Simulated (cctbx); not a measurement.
# Resonant diffraction in PrCuGePb

Space group Pnma (no. 62), a = 8.1080 Å, b = 4.0290 Å, c = 11.1380 Å, α = 90.00°, β = 90.00°, γ = 90.00°.

```csv
atom,mult.,x,y,z,Ueq (Å²)
Pb1,4,0.7808,3/4,0.9337,0.0049
Pr1,4,0.8658,3/4,0.6332,0.0087
Ge1,4,0.8457,3/4,0.3151,0.0065
Cu1,4,0.5086,3/4,0.3918,0.0084
```

This is a model crystal, built by substitution and not relaxed, with assumed displacement parameters.

Calculated with cctbx: free-atom f′ and f″ from the Sasaki tables, no fine structure; amplitudes in electrons.

| E (eV) | F 2 0 3 | F 0 1 1 | F 1 0 3 | F 0 0 2 |
| --- | --- | --- | --- | --- |
| 12435 | 239.3 | 95.5 | 133.8 | 108.4 |
| 12785 | 237.2 | 91.8 | 133.8 | 103.2 |
| 12915 | 235.3 | 89.2 | 133.6 | 99.3 |
| 12975 | 233.5 | 87.0 | 133.3 | 95.7 |
| 13005 | 231.6 | 84.8 | 133.0 | 92.1 |
| 13020 | 229.8 | 82.7 | 132.7 | 88.6 |
| 13027 | 228.2 | 80.9 | 132.5 | 85.6 |
| 13031 | 226.6 | 79.0 | 132.2 | 82.5 |
| 13039 | 226.1 | 78.4 | 132.1 | 81.8 |
| 13043 | 228.5 | 81.1 | 132.5 | 86.3 |
| 13050 | 230.4 | 83.3 | 132.8 | 89.9 |
| 13065 | 232.5 | 85.5 | 133.2 | 93.7 |
| 13095 | 234.5 | 87.7 | 133.6 | 97.3 |
| 13185 | 237.1 | 90.4 | 134.1 | 102.1 |
| 13435 | 239.8 | 92.9 | 134.6 | 106.7 |

**Question.** Which edge is crossed, and why do the reflections move as they do?

The L3 edge of Pb. The edge is at 13035 eV. f′ of Pb falls from -12.2 e at 12915 eV to -18.4 e at 4 eV below it, and f″ steps from 3.94 to 10.12 e across it. Over that approach |F| changes by -4 % (2 0 3), -11 % (0 1 1), -1 % (1 0 3) and -17 % (0 0 2): a reflection falls where Pb scatters in phase with the total and rises where it scatters against it; it hardly moves where the Pb term is small or cancels by symmetry. Above the edge the larger f″ enters the imaginary part, where it can add to or cancel the other atoms' f″. The structure is centrosymmetric, so Friedel mates stay equal.

[Logs are printed without paths, hosts, clocks, repeated set-up lines and the standing remarks that a program may print on its own settings, such as how far it seeks lower states.]
